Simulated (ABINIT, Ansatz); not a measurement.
**BaZrO3 (Pm-3m): zone-centre phonons**

Wanted: the vibrations of BaZrO3 (Pm-3m) at Γ, by two programs.

Program: ABINIT 10.8.3. Level of theory: DFT LDA, scalar-relativistic, plane waves, PseudoDojo norm-conserving pseudopotentials. Results are calculated unless marked as measured.

Experimental background.

For BaZrO3, cubic perovskite (undoped submicron crystals from molten salt synthesis), “Excitation-Dependent Photoluminescence of BaZrO3:Eu3+ Crystals” (2022, pmc:9457899) gives, by XRD Rietveld refinement: lattice constant a (a, undoped) 4.1947 ± 0.0002 Å [submicron molten-salt powder; measurement temperature not stated].

For BaZrO3, cubic perovskite (ceramic, earlier study, 300 K), “Broadband dielectric spectroscopy of Ba(Zr,Ti)O3: dynamics of relaxors and diffuse ferroelectrics” (2013, arxiv:1312.3131) quotes earlier work: static dielectric constant (static permittivity) about 36 [polycrystalline ceramic; value quoted from the authors' earlier paper].

“Lattice dynamics and Raman spectrum of BaZrO3 single crystals” (2019, arxiv:1907.02008) quotes from earlier work for BaZrO3, cubic perovskite (polycrystalline, earlier work): infrared mode (TO1 at Gamma, T1u) 116 cm⁻¹ [Literature IR value quoted for comparison; temperature and sample not stated in passage]; infrared mode (TO2 at Gamma, T1u) 214 cm⁻¹ [Literature IR value quoted for comparison; temperature and sample not stated in passage]; infrared mode (TO3 at Gamma, T1u) 520 cm⁻¹ [Literature IR value quoted for comparison; temperature and sample not stated in passage].

### Step 1. The structure

It takes space group Pm-3m (No. 221, cubic). Conventional cell: a = 4.146 Å, b = 4.146 Å, c = 4.146 Å, α = 90.00°, β = 90.00°, γ = 90.00°. Nearest to Ba lie 12 O at 2.93 Å. Zr has 6 O at 2.07 Å nearest. Nearest to O lie 2 Zr at 2.07 Å and 4 Ba at 2.93 Å. Farther neighbours and most contacts between anions are not listed.

### Step 2. Relaxing the cell and atoms

The harmonic expansion needs vanishing forces, and a free crystal bears no stress, so cell and atoms are brought to rest. Stress is more sensitive to the basis than forces are: the last 3 Ha under the cutoff are smoothed with ecutsm, and the cutoff is raised above that of the later runs.

The starting cell comes from a relaxation made beforehand in Ansatz (LDA, PseudoDojo NC).

Contents of relax.abi:

```
# relaxation
ionmov 2
optcell 2
dilatmx 1.08
ntime 40
tolmxf 1.0d-05
tolvrs 1.0d-14
prtwf 0
prtden 0
chksymtnons 0

# basis, mesh and filling
ecut 44.0
ecutsm 3.0
ngkpt 6 6 6
nshiftk 1
shiftk 0.0 0.0 0.0
istwfk *1
occopt 1
nband 20
nstep 100
diemac 9.0
prtebands 0
prtgsr 0
useylm 1

# cell and atoms
acell 3*1.0 Angstrom
rprim 
    4.145706805 0.0 0.0
    0.0 4.145706805 0.0
    0.0 0.0 4.145706805
ntypat 3
znucl 56 40 8
natom 5
typat 1 2 3 3 3
xred 
    0.0 0.0 0.0
    0.5 0.5 0.5
    0.0 0.5 0.5
    0.5 0.0 0.5
    0.5 0.5 0.0
pp_dirpath "./pseudo"
pseudos "Ba.upf, Zr.upf, O.upf"
```

Command:

```bash
> OMP_NUM_THREADS=1 mpirun -n 4 abinit relax.abi > relax.log
```

Numbers of over 12 decimals in the logs are rounded to 6 here.

relax.abo, the main output file:

```text
[banners, grids, parts of the stress and lines that vanish by symmetry left out]
- input  file    -> relax.abi
- output file    -> relax.abo
- root for input  files -> relaxi
[...]
Symmetries : space group Pm -3 m (#221); Bravais cP (primitive cubic)
[...]
mpw =        8490          nfft =      157464          nkpt =          20
[...]
== DATASET  1 ==================================================================
[...]
cutoff_energies: {ecut:  44.0, pawecutdg:  -1.0, }
[...]
ETOT  1  -128.31082114004    -1.283E+02 1.796E-01 1.138E+03
 ETOT  2  -128.56360181894    -2.528E-01 2.269E-02 8.479E+02
 ETOT  3  -128.73014240055    -1.665E-01 5.602E-03 1.937E+02
 ETOT  4  -128.76289398455    -3.275E-02 3.788E-04 6.086E+00
 ETOT  5  -128.76377596944    -8.820E-04 3.776E-05 7.287E-01
[...]
At SCF step   17       vres2   =  1.45E-15 < tolvrs=  1.00E-14 =>converged.
[...]
sigma(1 1)= -1.72758051E-05  sigma(3 2)=  0.00000000E+00
  sigma(2 2)= -1.72758051E-05  sigma(3 1)=  0.00000000E+00
  sigma(3 3)= -1.72758051E-05  sigma(2 1)=  0.00000000E+00
[...]
convergence: {deltae: -6.395E-12, res2:  1.445E-15, residm:  1.245E-16, diffor: null, }
etotal    :  -1.28763890E+02
[...]
ETOT  1  -128.76380978428    -1.288E+02 2.078E-09 1.024E+00
[...]
At SCF step   13       vres2   =  1.35E-15 < tolvrs=  1.00E-14 =>converged.
[...]
sigma(1 1)= -7.94601707E-06  sigma(3 2)=  0.00000000E+00
  sigma(2 2)= -7.94601707E-06  sigma(3 1)=  0.00000000E+00
  sigma(3 3)= -7.94601707E-06  sigma(2 1)=  0.00000000E+00
[...]
convergence: {deltae: -9.663E-13, res2:  1.347E-15, residm:  6.699E-19, diffor: null, }
etotal    :  -1.28763899E+02
[...]
ETOT  1  -128.76383649918    -1.288E+02 1.467E-09 7.456E-01
[...]
ETOT 12  -128.76390152008    -2.302E-12 8.685E-18 5.079E-14
 ETOT 13  -128.76390152007     8.100E-12 3.133E-19 9.508E-16
 At SCF step   13       vres2   =  9.51E-16 < tolvrs=  1.00E-14 =>converged.
[...]
sigma(1 1)= -3.12124092E-08  sigma(3 2)=  0.00000000E+00
  sigma(2 2)= -3.12124092E-08  sigma(3 1)=  0.00000000E+00
  sigma(3 3)= -3.12124092E-08  sigma(2 1)=  0.00000000E+00
[...]
convergence: {deltae:  8.100E-12, res2:  9.508E-16, residm:  3.133E-19, diffor: null, }
etotal    :  -1.28763902E+02
[...]
At Broyd/MD step   3, gradients are converged :
[...]
sigma(1 1)= -3.12124092E-08  sigma(3 2)=  0.00000000E+00
  sigma(2 2)= -3.12124092E-08  sigma(3 1)=  0.00000000E+00
  sigma(3 3)= -3.12124092E-08  sigma(2 1)=  0.00000000E+00
[...]
- sigma(1 1)= -9.18300784E-04  sigma(3 2)=  0.00000000E+00
- sigma(2 2)= -9.18300784E-04  sigma(3 1)=  0.00000000E+00
- sigma(3 3)= -9.18300783E-04  sigma(2 1)=  0.00000000E+00
[...]
fcart     -0.0000000000E+00 -0.0000000000E+00 -0.0000000000E+00
           strten     -3.1212409246E-08 -3.1212409227E-08 -3.1212409213E-08
================================================================================

[key lines of the parts left out:]
pressure_GPa:   9.1830E-04
Total energy (etotal) [Ha]= -1.28763901520074E+02
```

The job ended after 2 min (4 MPI ranks of Intel Xeon Platinum 8488C (Sapphire Rapids), shared host).

Little changed from the start: no atom moved by 0.005 Å and no cell edge by 0.1 %.

This step gave:

* volume per atom: 14.29 Å³
* pressure: 9.18e-4 GPa

The volume changes by +0.3 % from the cell with which this run began.

### Step 3. Ground state

First-order wavefunctions inherit every error of the ground state, hence the very tight tolvrs.

Contents of gs.abi:

```
# ground state
tolvrs 1.0d-16
prtden 1
prtwf 1

# basis, mesh and filling
ecut 36.0
ngkpt 6 6 6
nshiftk 1
shiftk 0.0 0.0 0.0
istwfk *1
occopt 1
nband 20
nstep 100
diemac 9.0
prtebands 0
prtgsr 0
useylm 1

# cell and atoms
acell 3*1.0 Angstrom
rprim 
    4.149690634 0.0 0.0
    0.0 4.149690634 0.0
    0.0 0.0 4.149690634
ntypat 3
znucl 56 40 8
natom 5
typat 1 2 3 3 3
xred 
    0.0 0.0 0.0
    0.5 0.5 0.5
    0.0 0.5 0.5
    0.5 0.0 0.5
    0.5 0.5 0.0
pp_dirpath "./pseudo"
pseudos "Ba.upf, Zr.upf, O.upf"
```

Command:

```bash
> OMP_NUM_THREADS=1 mpirun -n 4 abinit gs.abi > gs.log
```

gs.abo, the main output file:

```text
[banners, grids, parts of the stress and lines that vanish by symmetry left out]
- input  file    -> gs.abi
- output file    -> gs.abo
- root for input  files -> gsi
[...]
Symmetries : space group Pm -3 m (#221); Bravais cP (primitive cubic)
[...]
mpw =        5017          nfft =       91125          nkpt =          20
[...]
== DATASET  1 ==================================================================
[...]
cutoff_energies: {ecut:  36.0, pawecutdg:  -1.0, }
[...]
ETOT  1  -128.30865275113    -1.283E+02 2.412E-01 6.416E+02
 ETOT  2  -128.56985117419    -2.612E-01 2.404E-02 4.674E+02
 ETOT  3  -128.72792742255    -1.581E-01 9.414E-03 1.142E+02
 ETOT  4  -128.76031496295    -3.239E-02 3.651E-04 8.735E+00
 ETOT  5  -128.76254426834    -2.229E-03 3.264E-05 1.076E+00
[...]
ETOT 17  -128.76284951021    -4.405E-12 1.598E-17 7.714E-16
 ETOT 18  -128.76284951021     3.865E-12 1.086E-18 6.904E-17
 At SCF step   18       vres2   =  6.90E-17 < tolvrs=  1.00E-16 =>converged.
[...]
sigma(1 1)=  2.66455543E-05  sigma(3 2)=  0.00000000E+00
  sigma(2 2)=  2.66455543E-05  sigma(3 1)=  0.00000000E+00
  sigma(3 3)=  2.66455543E-05  sigma(2 1)=  0.00000000E+00
[...]
convergence: {deltae:  3.865E-12, res2:  6.904E-17, residm:  1.086E-18, diffor: null, }
etotal    :  -1.28762850E+02
[...]
sigma(1 1)=  2.66455543E-05  sigma(3 2)=  0.00000000E+00
  sigma(2 2)=  2.66455543E-05  sigma(3 1)=  0.00000000E+00
  sigma(3 3)=  2.66455543E-05  sigma(2 1)=  0.00000000E+00
[...]
- sigma(1 1)=  7.83939273E-01  sigma(3 2)=  0.00000000E+00
- sigma(2 2)=  7.83939273E-01  sigma(3 1)=  0.00000000E+00
- sigma(3 3)=  7.83939273E-01  sigma(2 1)=  0.00000000E+00
[...]
fcart     -0.0000000000E+00 -0.0000000000E+00 -0.0000000000E+00
           strten      2.6645554318E-05  2.6645554318E-05  2.6645554318E-05
================================================================================

[key lines of the parts left out:]
pressure_GPa:  -7.8394E-01
```

Run time: 29 s. Hardware: 4 MPI ranks; 1.9 min of CPU time.

This step gave:

| Quantity | Value |
| --- | --- |
| pressure | -0.7839 GPa |

The cell stands at -0.78 GPa: the relaxation ran with a smoothed and higher cutoff, and the difference is a stress of the finite basis.

### Step 4. Empty bands

Empty bands on the ground state's density check that the gap assumed so far is there in this cell.

Contents of gap.abi:

```
# empty bands on the ground state's density
iscf -2
getden_filepath "gso_DEN"
tolwfr 1.0d-12
nbdbuf 2
prtwf 0

# basis, mesh and filling
ecut 36.0
ngkpt 6 6 6
nshiftk 1
shiftk 0.0 0.0 0.0
istwfk *1
occopt 1
nband 24
nstep 100
diemac 9.0
prtebands 0
prtgsr 0
useylm 1

# cell and atoms
acell 3*1.0 Angstrom
rprim 
    4.149690634 0.0 0.0
    0.0 4.149690634 0.0
    0.0 0.0 4.149690634
ntypat 3
znucl 56 40 8
natom 5
typat 1 2 3 3 3
xred 
    0.0 0.0 0.0
    0.5 0.5 0.5
    0.0 0.5 0.5
    0.5 0.0 0.5
    0.5 0.5 0.0
pp_dirpath "./pseudo"
pseudos "Ba.upf, Zr.upf, O.upf"
```

Command:

```bash
> OMP_NUM_THREADS=1 mpirun -n 4 abinit gap.abi > gap.log
```

gap.abo, the main output file:

```text
[banners, grids, parts of the stress and lines that vanish by symmetry left out]
- input  file    -> gap.abi
- output file    -> gap.abo
- root for input  files -> gapi
[...]
Symmetries : space group Pm -3 m (#221); Bravais cP (primitive cubic)
[...]
mpw =        5017          nfft =       91125          nkpt =          20
[...]
== DATASET  1 ==================================================================
[...]
cutoff_energies: {ecut:  36.0, pawecutdg:  -1.0, }
[...]
-outvars: echo values of variables after computation
            acell      1.8897261259E+00  1.8897261259E+00  1.8897261259E+00 Bohr
================================================================================
```

It took 20 s on 4 MPI ranks; 76 s of CPU time.

Numbers from this step:

```
gap on the k-mesh : 3.173 eV
```

In this cell the gap on the mesh is 3.2 eV, indirect (smallest direct 3.3 eV), so fixed occupations hold.

### Step 5. Linear response at Γ

The derivative of the wavefunctions by k comes first, since the response to a field is built on it; then the field and the displacements that symmetry doesn't supply are solved at q = 0.

It reads the wavefunctions written in step 3.

Contents of dfpt_gamma.abi:

```
ndtset 2

# common to the responses
getwfk_filepath "gso_WFK"
kptopt 2
nqpt 1
qpt 0.0 0.0 0.0
asr 0
chneut 0

# d/dk
rfelfd1 2
rfdir1 1 1 1
iscf1 -3
tolwfr1 1.0d-20

# displacements, field
rfphon2 1
rfatpol2 1 5
rfdir2 1 1 1
rfelfd2 3
getddk2 1
tolvrs2 1.0d-10
prtwf2 0

# basis, mesh and filling
ecut 36.0
ngkpt 6 6 6
nshiftk 1
shiftk 0.0 0.0 0.0
istwfk *1
occopt 1
nband 20
nstep 100
diemac 9.0
prtebands 0
prtgsr 0
useylm 1

# cell and atoms
acell 3*1.0 Angstrom
rprim 
    4.149690634 0.0 0.0
    0.0 4.149690634 0.0
    0.0 0.0 4.149690634
ntypat 3
znucl 56 40 8
natom 5
typat 1 2 3 3 3
xred 
    0.0 0.0 0.0
    0.5 0.5 0.5
    0.0 0.5 0.5
    0.5 0.0 0.5
    0.5 0.5 0.0
pp_dirpath "./pseudo"
pseudos "Ba.upf, Zr.upf, O.upf"
```

Command:

```bash
> OMP_NUM_THREADS=1 mpirun -n 4 abinit dfpt_gamma.abi > dfpt_gamma.log
```

dfpt_gamma.abo, the main output file:

```text
[banners, grids, parts of the stress and lines that vanish by symmetry left out]
- input  file    -> dfpt_gamma.abi
- output file    -> dfpt_gamma.abo
- root for input  files -> dfpt_gammai
[...]
DATASET    1 : space group Pm -3 m (#221); Bravais cP (primitive cubic)
[...]
nfft =       91125          nkpt =         112
[...]
DATASET    2 : space group Pm -3 m (#221); Bravais cP (primitive cubic)
[...]
nfft =       91125          nkpt =         112
[...]
== DATASET  1 ==================================================================
[...]
cutoff_energies: {ecut:  36.0, pawecutdg:  -1.0, }
[...]
-  8.00000   6.00000  201201                  znucl, zion, pspdat
[...]
Perturbation : derivative vs k along direction   1
[...]
-ETOT  1  -26.532987855917     -2.653E+01 4.355E-01 0.000E+00
 ETOT  2  -26.674552455025     -1.416E-01 3.692E-03 0.000E+00
 ETOT  3  -26.677826796601     -3.274E-03 1.272E-04 0.000E+00
 ETOT  4  -26.677942267684     -1.155E-04 1.299E-05 0.000E+00
 ETOT  5  -26.677947464507     -5.197E-06 8.942E-07 0.000E+00
[...]
At SCF step   20   max residual=  9.99E-21 < tolwfr=  1.00E-20 =>converged.
[...]
Perturbation : derivative vs k along direction   2
[...]
-ETOT  1  -26.532628910715     -2.653E+01 4.355E-01 0.000E+00
[...]
At SCF step   20   max residual=  9.99E-21 < tolwfr=  1.00E-20 =>converged.
[...]
Perturbation : derivative vs k along direction   3
[...]
-ETOT  1  -26.532987872743     -2.653E+01 4.355E-01 0.000E+00
[...]
At SCF step   20   max residual=  9.99E-21 < tolwfr=  1.00E-20 =>converged.
[...]
1        1       0.7894795778   -0.0000000000
     1        2       0.0000000000    0.0000000000
     1        3       0.0000000000    0.0000000000
     2        1       0.0000000000    0.0000000000
     2        2       0.7894795778    0.0000000000
     2        3       0.0000000000    0.0000000000
     3        1       0.0000000000    0.0000000000
     3        2       0.0000000000    0.0000000000
     3        3       0.7894795778    0.0000000000
[...]
== DATASET  2 ==================================================================
[...]
cutoff_energies: {ecut:  36.0, pawecutdg:  -1.0, }
[...]
Perturbation : displacement of atom   1   along direction   1
[...]
-ETOT  1   2.881399     -7.971E+02 1.936E+00 1.567E+03
[...]
At SCF step    9       vres2   =  4.76E-11 < tolvrs=  1.00E-10 =>converged.
[...]
Perturbation : displacement of atom   2   along direction   1
[...]
-ETOT  1   8.954709     -2.662E+03 1.263E+01 1.210E+03
[...]
At SCF step   10       vres2   =  3.08E-11 < tolvrs=  1.00E-10 =>converged.
[...]
Perturbation : displacement of atom   3   along direction   1
[...]
-ETOT  1   18.397228395671     -3.763E+03 4.921E+00 1.336E+04
[...]
At SCF step   11       vres2   =  2.43E-12 < tolvrs=  1.00E-10 =>converged.
[...]
Perturbation : displacement of atom   3   along direction   2
[...]
-ETOT  1   6.565790     -3.679E+03 2.550E+00 7.249E+03
[...]
At SCF step   12       vres2   =  2.65E-12 < tolvrs=  1.00E-10 =>converged.
[...]
Perturbation : homogeneous electric field along direction   1
[...]
-ETOT  1  -92.700173954519     -9.270E+01 1.105E+00 6.414E+03
[...]
ETOT  9  -96.127424690878     -2.369E-10 3.024E-11 2.174E-10
 ETOT 10  -96.127424690890     -1.278E-11 2.741E-12 5.366E-11
 At SCF step   10       vres2   =  5.37E-11 < tolvrs=  1.00E-10 =>converged.
[...]
Dielectric tensor, in cartesian coordinates,
[...]
1    7   1    7         4.9019602281        -0.0000000000
   1    7   2    7        -0.0000000000        -0.0000000000
   1    7   3    7        -0.0000000000        -0.0000000000
   2    7   1    7        -0.0000000000        -0.0000000000
   2    7   2    7         4.9019602281        -0.0000000000
   2    7   3    7        -0.0000000000        -0.0000000000
   3    7   1    7        -0.0000000000        -0.0000000000
   3    7   2    7        -0.0000000000        -0.0000000000
   3    7   3    7         4.9019602281        -0.0000000000
  Effective charges, in cartesian coordinates,
[...]
1    1   1    7         2.7355569430         0.0000000000
   2    1   1    7         0.0000000000         0.0000000000
   3    1   1    7         0.0000000000         0.0000000000
   1    2   1    7         6.1139876552         0.0000000000
   2    2   1    7         0.0000000000         0.0000000000
[...]
Effective charges, in cartesian coordinates,
[...]
2    7   1    5         0.0000000000         0.0000000000
   3    7   1    5         0.0000000000         0.0000000000
   1    7   2    5         0.0000000000         0.0000000000
   2    7   2    5        -2.0274385412         0.0000000000
   3    7   2    5         0.0000000000         0.0000000000
   1    7   3    5         0.0000000000         0.0000000000
   2    7   3    5         0.0000000000         0.0000000000
   3    7   3    5        -4.8053738821         0.0000000000
  Phonon wavevector (reduced coordinates) :  0.00000  0.00000  0.00000
 Phonon energies in Hartree :
[...]
Phonon frequencies in cm-1    :
-  1.269766E+00  1.269766E+00  1.269766E+00  9.736178E+01  9.736178E+01
-  9.736178E+01  1.730236E+02  1.730236E+02  1.730236E+02  1.941368E+02
-  1.941368E+02  1.941368E+02  5.248836E+02  5.248836E+02  5.248836E+02
  Phonon at Gamma, with non-analyticity in the
[...]
Phonon energies in Hartree :
[...]
Phonon frequencies in cm-1    :
-  1.269766E+00  1.269766E+00  1.270301E+00  9.736178E+01  9.736178E+01
-  1.377677E+02  1.730236E+02  1.730236E+02  1.730236E+02  1.941368E+02
-  1.941368E+02  3.657224E+02  5.248836E+02  5.248836E+02  7.142027E+02
  Phonon at Gamma, with non-analyticity in the
[...]
Phonon energies in Hartree :
[...]
Phonon frequencies in cm-1    :
-  1.269766E+00  1.269766E+00  1.270301E+00  9.736178E+01  9.736178E+01
-  1.377677E+02  1.730236E+02  1.730236E+02  1.730236E+02  1.941368E+02
-  1.941368E+02  3.657224E+02  5.248836E+02  5.248836E+02  7.142027E+02
  Phonon at Gamma, with non-analyticity in the
[...]
Phonon energies in Hartree :
[...]
Phonon frequencies in cm-1    :
-  1.269766E+00  1.269766E+00  1.270301E+00  9.736178E+01  9.736178E+01
-  1.377677E+02  1.730236E+02  1.730236E+02  1.730236E+02  1.941368E+02
-  1.941368E+02  3.657224E+02  5.248836E+02  5.248836E+02  7.142027E+02
[...]
fcart2     0.0000000000E+00  0.0000000000E+00  0.0000000000E+00
           strten2     0.0000000000E+00  0.0000000000E+00  0.0000000000E+00
================================================================================
```

Wall time 10 min (4 MPI ranks); 42 min of CPU time.

This step gave:

- miss of the charge sum rule: 0.01071 e
- largest acoustic frequency at the zone centre before the sum rule: 1.27 cm⁻¹
- highest optical zone-centre mode (no LO-TO term): 524.9 cm⁻¹
- lowest optical zone-centre mode: 97.36 cm⁻¹
- mean high-frequency dielectric constant: 4.902
- largest Born charge in size (third of the trace): 6.114 e

Born charge (rows field, columns displacement), before the sum rule (e), principal values of the symmetric part by kind of site:

```csv
atom,atoms with these values,low,middle,high,mean
Ba1,1,2.74,2.74,2.74,2.74
Zr2,1,6.11,6.11,6.11,6.11
O3,3,-4.81,-2.03,-2.03,-2.95
```

In full for Ba1:

```
2.74 0.00 0.00
0.00 2.74 0.00
0.00 0.00 2.74
```

High-frequency dielectric tensor:

```
4.90 0.00 0.00
0.00 4.90 0.00
0.00 0.00 4.90
```

The acoustic modes at Γ come out as far as 1.3 cm⁻¹ from zero, where they should vanish, a small numerical error; the Born charges miss their sum rule by 0.011 e, which is good.

[end of part 1 of 3]

[Host names and launcher messages were left out of these logs when they were recorded.]

[Logs are printed without paths, hosts, clocks, repeated set-up lines and the standing remarks that a program may print on its own settings, such as how far it seeks lower states.]

[Hosts, paths, dates, database ids (printed as entryN), source tags and the programs' standing remarks are cut or masked in the printed files.]
